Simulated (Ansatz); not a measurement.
# Cl on Al(100): change of the work function

Wanted: Δφ(θ) for Cl/Al(100), starting from the hollow site.

Method: plane-wave DFT, PBE, Ansatz PAW, in Ansatz 0.2.0.

The raw output is cut from this account; settings, times and results stay.

### Step 1. The starting structure

The cell holds 4 atoms: 4 Al. Its edges and angles: a = 2.864 Å, b = 2.864 Å, c = 24.075 Å, α = 90.0°, β = 90.0°, γ = 90.0°. Vacuum lies along c.

### Step 2. The clean slab

The bare slab comes first, as the zero from which every change is counted. The two lowest layers are held at bulk places and the upper ones relax. The dipole correction removes the false field that a one-sided slab makes across the periodic vacuum, so each face gets a flat vacuum level of its own.

Contents of input.yaml:

```yaml
crystal:
  lattice:
    - [2.8637824638, 0.0, 0.0]
    - [0.0, 2.8637824638, 0.0]
    - [0.0, 0.0, 24.075]
  atoms:
    - { symbol: Al, position: [0.5, 0.5, 0.3738317757] }
    - { symbol: Al, position: [0.0, 0.0, 0.4579439252] }
    - { symbol: Al, position: [0.5, 0.5, 0.5420560748] }
    - { symbol: Al, position: [0.0, 0.0, 0.6261682243] }
kpoints:
  mp_grid: { grid: [12, 12, 1] }
hamiltonian:
  xc: pbe
scf:
  occupations: { method: fermi_dirac, width: 0.1 }
  convergence: { dr2_threshold: 1.0e-08 }
efield:
  axis: 3
  dipole_correction: true
  ramp_position: 0.97
  ramp_width: 0.06
relax:
  f_tol: 0.02
  max_steps: 60
  constraints: [{ sites: [0, 1] }]
output:
  write_potential: true
  write_density: true
  volumetric_format: npy
```

Run with:

```sh
$ ansatz run input.yaml --threads 2 --pin off --max-ram 4096MiB --backend cpu --events-out ev --progress --plain --runs-dir out
```

Run time: 6.9 s. Hardware: 2 threads of Arm Neoverse V1, shared host; peak memory 0.37 GiB; 13 s of CPU time.

Step by step:

```tsv
step	energy less that of the first step (eV)	largest force component (eV/Å)
1	0.0000	0.0860
2	-0.0007	0.0199
```

The run keeps the 8 symmetry operations that the program found, so distortions that break them were not tested.

The atoms that moved most (Å):

```tsv
atom	dx	dy	dz	length
Al3	0.000	0.000	-0.016	0.016
Al4	0.000	0.000	0.011	0.011
```

Final coordinates:

```xyz
4
Lattice="2.8638 0.0000 0.0000 0.0000 2.8638 0.0000 0.0000 0.0000 24.0750" Properties=species:S:1:pos:R:3
Al    1.4319    1.4319    9.0000
Al    0.0000    0.0000   11.0250
Al    1.4319    1.4319   13.0343
Al    0.0000    0.0000   15.0859
```

Read from the output:

* energy at zero smearing: -2149.0408 eV
* work function, upper face: 4.293 eV
* dipole along the normal: 3.97e-4 e·Å

Running mean over 2.025 Å of the planar mean; the ramp of the sawtooth is left out. Electron's electrostatic potential energy less the Fermi level against z:

```tsv
z (Å)	electron's electrostatic potential energy less the Fermi level (eV)
3.0	4.30
3.5	4.30
4.0	4.30
4.5	4.30
5.0	4.30
5.5	4.28
6.0	4.23
6.5	4.06
7.0	3.50
7.5	1.87
8.0	-0.524
8.5	-2.83
9.0	-4.18
9.5	-4.50
10.0	-4.56
10.5	-4.57
11.0	-4.58
11.5	-4.61
12.0	-4.62
12.5	-4.61
13.0	-4.56
13.5	-4.49
14.0	-4.45
14.5	-4.42
15.0	-4.25
15.5	-3.15
16.0	-0.942
16.5	1.48
17.0	3.30
17.5	4.00
18.0	4.21
18.5	4.27
19.0	4.29
19.5	4.29
20.0	4.29
20.5	4.29
21.0	4.29
```

The relaxation took 2 steps and lowered the energy by 7.4e-4 eV; the largest force on the free atoms ends at 0.020 eV/Å.

The work function of the upper face is 4.29 eV.

### Step 3. Adsorbate added, k-mesh 4×4×1, coverage 0.111 ML

System of this step: Cl/Al(100). The cell holds 37 atoms: 36 Al and 1 Cl. Cell: a = 8.591 Å, b = 8.591 Å, c = 25.170 Å, α = 90.0°, β = 90.0°, γ = 90.0°. Vacuum lies along c.

The clean slab as it ended is repeated in the plane and the adsorbate is set on one face; the cell's size fixes the coverage, and the k-mesh shrinks with it to keep the sampling density about even. Adsorbate and upper layers relax, since the dipole depends on the height.

Contents of input.yaml:

```yaml
crystal:
  lattice:
    - [8.5913473914, 0.0, 0.0]
    - [0.0, 8.5913473914, 0.0]
    - [0.0, 0.0, 25.1699217993]
  atoms:
    - { symbol: Al, position: [0.1666666667, 0.1666666667, 0.3575696449] }
    - { symbol: Al, position: [0.0, 0.0, 0.438022815] }
    - { symbol: Al, position: [0.1666666667, 0.1666666667, 0.5178535077] }
    - { symbol: Al, position: [0.0, 0.0, 0.5993618206] }
    - { symbol: Al, position: [0.1666666667, 0.5, 0.3575696449] }
    - { symbol: Al, position: [0.0, 0.3333333333, 0.438022815] }
    - { symbol: Al, position: [0.1666666667, 0.5, 0.5178535077] }
    - { symbol: Al, position: [0.0, 0.3333333333, 0.5993618206] }
[... 25 atom lines left out ...]
    - { symbol: Al, position: [0.6666666667, 0.6666666667, 0.438022815] }
    - { symbol: Al, position: [0.8333333333, 0.8333333333, 0.5178535077] }
    - { symbol: Al, position: [0.6666666667, 0.6666666667, 0.5993618206] }
    - { symbol: Cl, position: [0.1666666667, 0.1666666667, 0.6424303551] }
kpoints:
  mp_grid: { grid: [4, 4, 1] }
hamiltonian:
  xc: pbe
scf:
  occupations: { method: fermi_dirac, width: 0.1 }
  convergence: { dr2_threshold: 1.0e-08 }
efield:
  axis: 3
  dipole_correction: true
  ramp_position: 0.97
  ramp_width: 0.06
relax:
  f_tol: 0.02
  max_steps: 60
  constraints:
    - { sites: [0, 1, 4, 5, 8, 9, 12, 13, 16, 17, 20, 21, 24, 25, 28, 29, 32, 33] }
output:
  write_potential: true
  write_density: true
  volumetric_format: npy
```

Wall time 5.8 min (2 threads); peak memory 2.4 GiB.

This run has no spin polarisation although its electron count is odd.

Step by step:

```tsv
step	energy less that of the first step (eV)	largest force component (eV/Å)
1	0.0000	4.6369
2	-1.0852	2.6495
3	-1.6283	1.2275
4	-1.8015	0.3845
5	-1.8384	0.0486
6	-1.8402	0.0243
7	-1.8404	0.0043
```

The run keeps the 8 symmetry operations that the program found, so distortions that break them were not tested.

The atoms that moved most (Å):

```tsv
atom	dx	dy	dz	length
Cl37	0.000	0.000	0.773	0.773
Al4	-0.050	-0.050	-0.030	0.077
Al16	0.050	-0.050	-0.030	0.077
Al8	-0.050	0.050	-0.030	0.077
Al20	0.050	0.050	-0.030	0.077
Al3	0.000	0.000	0.053	0.053
Al19	0.009	0.009	-0.029	0.032
Al31	-0.009	0.009	-0.029	0.032
```

Final coordinates:

```cif
data_structure
_symmetry_space_group_name_H-M 'P 1'
_symmetry_Int_Tables_number 1
_cell_length_a 8.5913
_cell_length_b 8.5913
_cell_length_c 25.1699
_cell_angle_alpha 90.000
_cell_angle_beta 90.000
_cell_angle_gamma 90.000
_cell_volume 1857.82
loop_
_atom_site_label
_atom_site_type_symbol
_atom_site_fract_x
_atom_site_fract_y
_atom_site_fract_z
_atom_site_occupancy
Al1 Al 0.16667 0.16667 0.35757 1
Al2 Al 0.00000 0.00000 0.43802 1
Al3 Al 0.16667 0.16667 0.51997 1
Al4 Al 0.99415 0.99415 0.59817 1
Al5 Al 0.16667 0.50000 0.35757 1
Al6 Al 0.00000 0.33333 0.43802 1
Al7 Al 0.16667 0.50139 0.51811 1
Al8 Al 0.99415 0.33918 0.59817 1
Al9 Al 0.16667 0.83333 0.35757 1
Al10 Al 0.00000 0.66667 0.43802 1
Al11 Al 0.16667 0.83194 0.51811 1
Al12 Al 0.00028 0.66667 0.59941 1
Al13 Al 0.50000 0.16667 0.35757 1
Al14 Al 0.33333 0.00000 0.43802 1
Al15 Al 0.50139 0.16667 0.51811 1
Al16 Al 0.33918 0.99415 0.59817 1
Al17 Al 0.50000 0.50000 0.35757 1
Al18 Al 0.33333 0.33333 0.43802 1
Al19 Al 0.50104 0.50104 0.51669 1
Al20 Al 0.33918 0.33918 0.59817 1
Al21 Al 0.50000 0.83333 0.35757 1
Al22 Al 0.33333 0.66667 0.43802 1
Al23 Al 0.50104 0.83229 0.51669 1
Al24 Al 0.33305 0.66667 0.59941 1
Al25 Al 0.83333 0.16667 0.35757 1
Al26 Al 0.66667 0.00000 0.43802 1
Al27 Al 0.83194 0.16667 0.51811 1
Al28 Al 0.66667 0.00028 0.59941 1
Al29 Al 0.83333 0.50000 0.35757 1
Al30 Al 0.66667 0.33333 0.43802 1
Al31 Al 0.83229 0.50104 0.51669 1
Al32 Al 0.66667 0.33305 0.59941 1
Al33 Al 0.83333 0.83333 0.35757 1
Al34 Al 0.66667 0.66667 0.43802 1
Al35 Al 0.83229 0.83229 0.51669 1
Al36 Al 0.66667 0.66667 0.59810 1
Cl37 Cl 0.16667 0.16667 0.67315 1
```

This step gave:

```yaml
energy_at_zero_smearing: -20422.4366 eV
work_function_upper_face: 4.526 eV
work_function_lower_face: 4.294 eV
dipole_along_the_normal: -0.09499 e·Å
step_between_the_vacuum_levels: 0.2329 eV
```

Running mean over 2.025 Å of the planar mean; the ramp of the sawtooth is left out. Electron's electrostatic potential energy less the Fermi level against z:

```tsv
z (Å)	electron's electrostatic potential energy less the Fermi level (eV)
3.5	4.29
4.0	4.29
4.5	4.29
5.0	4.29
5.5	4.27
6.0	4.23
6.5	4.06
7.0	3.50
7.5	1.87
8.0	-0.526
8.5	-2.83
9.0	-4.18
9.5	-4.51
10.0	-4.56
10.5	-4.58
11.0	-4.60
11.5	-4.63
12.0	-4.64
12.5	-4.63
13.0	-4.58
13.5	-4.53
14.0	-4.52
14.5	-4.50
15.0	-4.33
15.5	-3.34
16.0	-1.45
16.5	0.707
17.0	2.49
17.5	3.34
18.0	3.94
18.5	4.35
19.0	4.49
19.5	4.52
20.0	4.52
20.5	4.53
21.0	4.53
21.5	4.53
22.0	4.53
```

The relaxation took 7 steps and lowered the energy by 1.8 eV; the largest force on the free atoms ends at 0.0043 eV/Å.

The covered face has 4.53 eV, +0.23 eV against the clean one; the bare back face has moved by -0.01 eV, a measure of how thin the slab is.

### Step 4. The covered slab, k-mesh 6×6×1, coverage 0.25 ML

System of this step: Cl/Al(100). The cell holds 17 atoms: 16 Al and 1 Cl. Cell: a = 5.728 Å, b = 5.728 Å, c = 25.170 Å, α = 90.0°, β = 90.0°, γ = 90.0°. Vacuum lies along c.

Another coverage, to see how the dipoles act on each other as their distance changes.

Contents of input.yaml:

```yaml
crystal:
  lattice:
    - [5.7275649276, 0.0, 0.0]
    - [0.0, 5.7275649276, 0.0]
    - [0.0, 0.0, 25.1699217993]
  atoms:
    - { symbol: Al, position: [0.25, 0.25, 0.3575696449] }
    - { symbol: Al, position: [0.0, 0.0, 0.438022815] }
    - { symbol: Al, position: [0.25, 0.25, 0.5178535077] }
    - { symbol: Al, position: [0.0, 0.0, 0.5993618206] }
    - { symbol: Al, position: [0.25, 0.75, 0.3575696449] }
    - { symbol: Al, position: [0.0, 0.5, 0.438022815] }
    - { symbol: Al, position: [0.25, 0.75, 0.5178535077] }
    - { symbol: Al, position: [0.0, 0.5, 0.5993618206] }
    - { symbol: Al, position: [0.75, 0.25, 0.3575696449] }
    - { symbol: Al, position: [0.5, 0.0, 0.438022815] }
    - { symbol: Al, position: [0.75, 0.25, 0.5178535077] }
    - { symbol: Al, position: [0.5, 0.0, 0.5993618206] }
    - { symbol: Al, position: [0.75, 0.75, 0.3575696449] }
    - { symbol: Al, position: [0.5, 0.5, 0.438022815] }
    - { symbol: Al, position: [0.75, 0.75, 0.5178535077] }
    - { symbol: Al, position: [0.5, 0.5, 0.5993618206] }
    - { symbol: Cl, position: [0.25, 0.25, 0.6424303551] }
kpoints:
  mp_grid: { grid: [6, 6, 1] }
hamiltonian:
  xc: pbe
scf:
  occupations: { method: fermi_dirac, width: 0.1 }
  convergence: { dr2_threshold: 1.0e-08 }
efield:
  axis: 3
  dipole_correction: true
  ramp_position: 0.97
  ramp_width: 0.06
relax:
  f_tol: 0.02
  max_steps: 60
  constraints: [{ sites: [0, 1, 4, 5, 8, 9, 12, 13] }]
output:
  dos: { projected: true, e_range: [-8, 4] }
  write_potential: true
  write_density: true
  volumetric_format: npy
  elf: true
```

Wall time 1.9 min (2 threads); peak memory 1 GiB; 3.7 min of CPU time.

The steps of the relaxation:

```tsv
step	energy less that of the first step (eV)	largest force component (eV/Å)
1	0.0000	4.5745
2	-1.0839	2.6336
3	-1.6197	1.2489
4	-1.7986	0.3977
5	-1.8371	0.0543
6	-1.8387	0.0211
7	-1.8390	0.0026
```

The run keeps the 8 symmetry operations that the program found, so distortions that break them were not tested.

The atoms that moved most (Å):

```tsv
atom	dx	dy	dz	length
Cl17	0.000	0.000	0.776	0.776
Al15	0.000	0.000	-0.079	0.079
Al3	0.000	0.000	0.077	0.077
Al16	0.050	0.050	-0.017	0.073
Al12	0.050	-0.050	-0.017	0.073
Al8	-0.050	0.050	-0.017	0.073
Al4	-0.050	-0.050	-0.017	0.073
Al11	0.000	0.000	0.008	0.008
```

Final coordinates:

```xyz
17
Lattice="5.7276 0.0000 0.0000 0.0000 5.7276 0.0000 0.0000 0.0000 25.1699" Properties=species:S:1:pos:R:3
Al    1.4319    1.4319    9.0000
Al    0.0000    0.0000   11.0250
Al    1.4319    1.4319   13.1118
Al   -0.0502   -0.0502   15.0685
Al    1.4319    4.2957    9.0000
Al    0.0000    2.8638   11.0250
Al    1.4319    4.2957   13.0428
Al   -0.0502    2.9140   15.0685
Al    4.2957    1.4319    9.0000
Al    2.8638    0.0000   11.0250
Al    4.2957    1.4319   13.0428
Al    2.9140   -0.0502   15.0685
Al    4.2957    4.2957    9.0000
Al    2.8638    2.8638   11.0250
Al    4.2957    4.2957   12.9552
Al    2.9140    2.9140   15.0685
Cl    1.4319    1.4319   16.9458
```

Numbers from this step:

```
energy at zero smearing        : -9677.2156 eV
work function, upper face      : 4.798 eV
work function, lower face      : 4.320 eV
dipole along the normal        : -0.08667 e·Å
step between the vacuum levels : 0.4781 eV
```

The density of states has structure finer than the step of the table below, so its rows give means over 0.25 eV. Peaks (eV: height): -4.780: 14.8, -4.480: 14.8, -3.880: 12.9, -0.810: 16.6, -0.240: 12.8, 1.080: 19.8, 1.380: 12.6.

Density of states against energy, zero at the Fermi level; means over each step:

energy (eV), density of states (states/eV a cell) and a bar from the least value:
```
    -7.75        2.8 
    -7.50        2.8 
    -7.25        4.2 #####
    -7.00        3.6 ###
    -6.75        3.9 ####
    -6.50        4.4 ######
    -6.25        5.6 ###########
    -6.00        5.7 ###########
    -5.75        3.5 ###
    -5.50        5.1 #########
    -5.25        5.0 ########
    -5.00        7.3 #################
    -4.75        6.0 ############
    -4.50       10.9 ##############################
    -4.25        6.8 ###############
    -4.00        7.0 ################
    -3.75        5.7 ###########
    -3.50        4.2 #####
    -3.25        6.1 ############
    -3.00        7.8 ##################
    -2.75        8.0 ####################
    -2.50        6.5 ##############
    -2.25        6.1 ############
    -2.00        5.6 ##########
    -1.75        7.0 ################
    -1.50        6.4 #############
    -1.25        6.4 #############
    -1.00        7.5 #################
    -0.75       10.3 ############################
    -0.50        7.7 ##################
    -0.25        6.1 ############
     0.00        5.6 ##########
     0.25        6.4 #############
     0.50        8.1 ####################
     0.75        8.8 ######################
     1.00        9.2 ########################
     1.25        8.7 ######################
     1.50        9.0 #######################
     1.75        7.2 ################
```

Projected DOS per atom over height of the atomic layer and energy from the Fermi level. Layers: Al4 Al4 Al4 Al4 Cl from below.

Values in states/eV, 22 rows by 5 columns, each cell a mean:
```
0.45 0.35 0.33 0.46 0.13
0.45 0.55 0.53 0.45 0.17
0.66 0.36 0.37 0.63 0.23
0.52 0.34 0.33 0.51 0.17
0.40 0.28 0.29 0.37 0.20
0.52 0.41 0.43 0.46 0.23
0.58 0.44 0.43 0.54 0.27
0.49 0.29 0.30 0.43 0.26
0.46 0.33 0.31 0.36 0.36
0.39 0.37 0.36 0.30 0.38
0.49 0.44 0.47 0.37 0.59
0.40 0.31 0.31 0.32 0.72
0.32 0.27 0.27 0.26 0.99
0.29 0.32 0.33 0.24 1.75
0.33 0.34 0.38 0.38 2.70
0.27 0.27 0.23 0.38 1.97
0.22 0.25 0.24 0.28 0.74
0.23 0.35 0.34 0.29 0.33
0.24 0.30 0.29 0.27 0.24
0.18 0.27 0.26 0.20 0.13
0.18 0.26 0.26 0.20 0.08
0.14 0.20 0.20 0.16 0.05
```
Columns: height of the atomic layer (Å) from 9 to 16.9; rows upwards: energy from the Fermi level (eV) from -7.96 to 1.95.

Electrostatic potential energy in the ca plane at fractional y = 0.250, with atoms of Al and Cl within 0.2 Å of it. With pseudopotentials it is smooth inside the atoms' cores, unlike the true potential.

Values in eV, 8 rows by 16 columns, each cell a mean:
```
 -5  -7   0   0  -5  -8   0   0   3   4   4   4   4   4   4   4
-13 -13  -1   1 -12 -13  -2   2   3   4   4   4   4   4   4   4
-12 -14  -1   1 -12 -14  -1   2   3   4   4   4   4   4   4   4
 -2  -3   0   0  -2  -4   0   0   2   4   4   4   4   4   4   4
 -5  -7   0   0  -4  -8   0   0  -3  -3   4   4   4   4   4   4
-13 -13  -1   1 -12 -13  -3   1 -15 -17   3   4   4   4   4   4
-12 -14  -1   1 -11 -14  -2   1 -13 -15   3   4   4   4   4   4
 -2  -3   0   0  -1  -4   0   0   0   1   4   4   4   4   4   4
```
Columns run along c (16.0 Å, from fractional 0.32 to 0.95 of the cell; values clipped at the 3rd and 97th percentile), rows up along a (5.7 Å). Atoms in or near the plane, at fractional coordinates: Al at (0.36, 0.25), Al at (0.52, 0.25), Al at (0.36, 0.75), Al at (0.52, 0.75), Cl at (0.67, 0.25).

ELF in the ca plane at fractional y = 0.250, with atoms of Al and Cl within 0.2 Å of it. It is the smooth field of the valence electrons, not physical close to the nuclei.

Ten even steps from '0' (0.00) to '9' (0.87), each cell a mean:
```
89887666666667777677642111111000000000000000
98656655555665466655542100000000000000000000
95112554334631025543332100000000000000000000
83331443234511204432222100000000000000000000
95112554335631025543332100000000000000000000
98656655555665466655542100000000000000000000
88887666666667777677642112211000000000000000
78887667766666677776532456643100000000000000
89877666555676667765325899975310000000000000
97324654445663136642138999997410000000000000
83221443224630104531149856998520000000000000
83221443224631104531149856998520000000000000
97324654445662136642138999997410000000000000
89877666555676677765325899975310000000000000
78887667766666667776532356643100000000000000
```
Columns run along c (16.0 Å, from fractional 0.32 to 0.95 of the cell), rows up along a (5.7 Å). Atoms in or near the plane, at fractional coordinates: Al at (0.36, 0.25), Al at (0.52, 0.25), Al at (0.36, 0.75), Al at (0.52, 0.75), Cl at (0.67, 0.25).

Valence density in the ca plane at fractional y = 0.250, with atoms of Al and Cl within 0.2 Å of it. It is the smooth field of the valence electrons, not physical close to the nuclei.

Values in e/Å³, 8 rows by 16 columns, each cell a mean:
```
0.2 0.2 0.2 0.2 0.2 0.2 0.2 0.1 0.1 0.0 0.0 0.0 0.0 0.0 0.0 0.0
0.1 0.1 0.2 0.1 0.2 0.1 0.2 0.1 0.0 0.0 0.0 0.0 0.0 0.0 0.0 0.0
0.1 0.2 0.2 0.1 0.2 0.1 0.2 0.1 0.0 0.0 0.0 0.0 0.0 0.0 0.0 0.0
0.2 0.2 0.2 0.2 0.2 0.2 0.2 0.1 0.1 0.0 0.0 0.0 0.0 0.0 0.0 0.0
0.2 0.2 0.2 0.2 0.2 0.2 0.2 0.1 0.4 0.5 0.0 0.0 0.0 0.0 0.0 0.0
0.1 0.1 0.2 0.1 0.2 0.1 0.2 0.1 1.2 1.2 0.1 0.0 0.0 0.0 0.0 0.0
0.1 0.2 0.2 0.1 0.2 0.1 0.2 0.1 1.1 1.1 0.1 0.0 0.0 0.0 0.0 0.0
0.2 0.2 0.2 0.2 0.2 0.2 0.2 0.1 0.3 0.2 0.0 0.0 0.0 0.0 0.0 0.0
```
Columns run along c (16.0 Å, from fractional 0.32 to 0.95 of the cell), rows up along a (5.7 Å). Atoms in or near the plane, at fractional coordinates: Al at (0.36, 0.25), Al at (0.52, 0.25), Al at (0.36, 0.75), Al at (0.52, 0.75), Cl at (0.67, 0.25).

The relaxation took 7 steps and lowered the energy by 1.8 eV; the largest force on the free atoms ends at 0.0026 eV/Å.

By hand: a sheet of dipoles makes a step −p/(ε₀A) in the electron's potential. With e/ε₀ = 180.95 V·Å, p = -0.08667 e·Å and A = 32.80 Å², that is −180.95 × (-0.08667) / 32.80 = +0.478 eV, and the two vacuum levels of the run differ by +0.478 eV.

The covered face has 4.80 eV, +0.51 eV against the clean one; the bare back face has moved by +0.02 eV, a measure of how thin the slab is.

### Step 5. The covered slab, k-mesh 6×6×1, coverage 0.5 ML

System of this step: Cl/Al(100). The cell holds 18 atoms: 16 Al and 2 Cl. Cell: a = 5.728 Å, b = 5.728 Å, c = 25.170 Å, α = 90.0°, β = 90.0°, γ = 90.0°. Vacuum lies along c.

Edit input.yaml of step 4 so:

```diff
@@ -23,2 +23,3 @@
     - { symbol: Cl, position: [0.25, 0.25, 0.6424303551] }
+    - { symbol: Cl, position: [0.75, 0.75, 0.6424303551] }
 kpoints:
```

Elapsed: 2 min, on 2 threads; peak memory 1 GiB; 3.9 min of CPU time.

(Continued in part 2 of 2.)

[Long decimals in the printed logs are rounded to 6 places.]

[Logs are printed without paths, hosts, clocks, repeated set-up lines and the standing remarks that a program may print on its own settings, such as how far it seeks lower states.]

[Hosts, paths, dates, database ids (printed as entryN), source tags and the programs' standing remarks are cut or masked in the printed files.]

[Maps of the electrostatic potential energy from Ansatz leave out the sawtooth potential of an applied field or a dipole correction, so their vacuum need not be flat; planar profiles and work functions include it.]

[The density of states shown here was stored with 400 of the rows of the run's finer table, so its peaks can read low, often by over a quarter, or be missed, and its means over a window can be off by a tenth or more.]
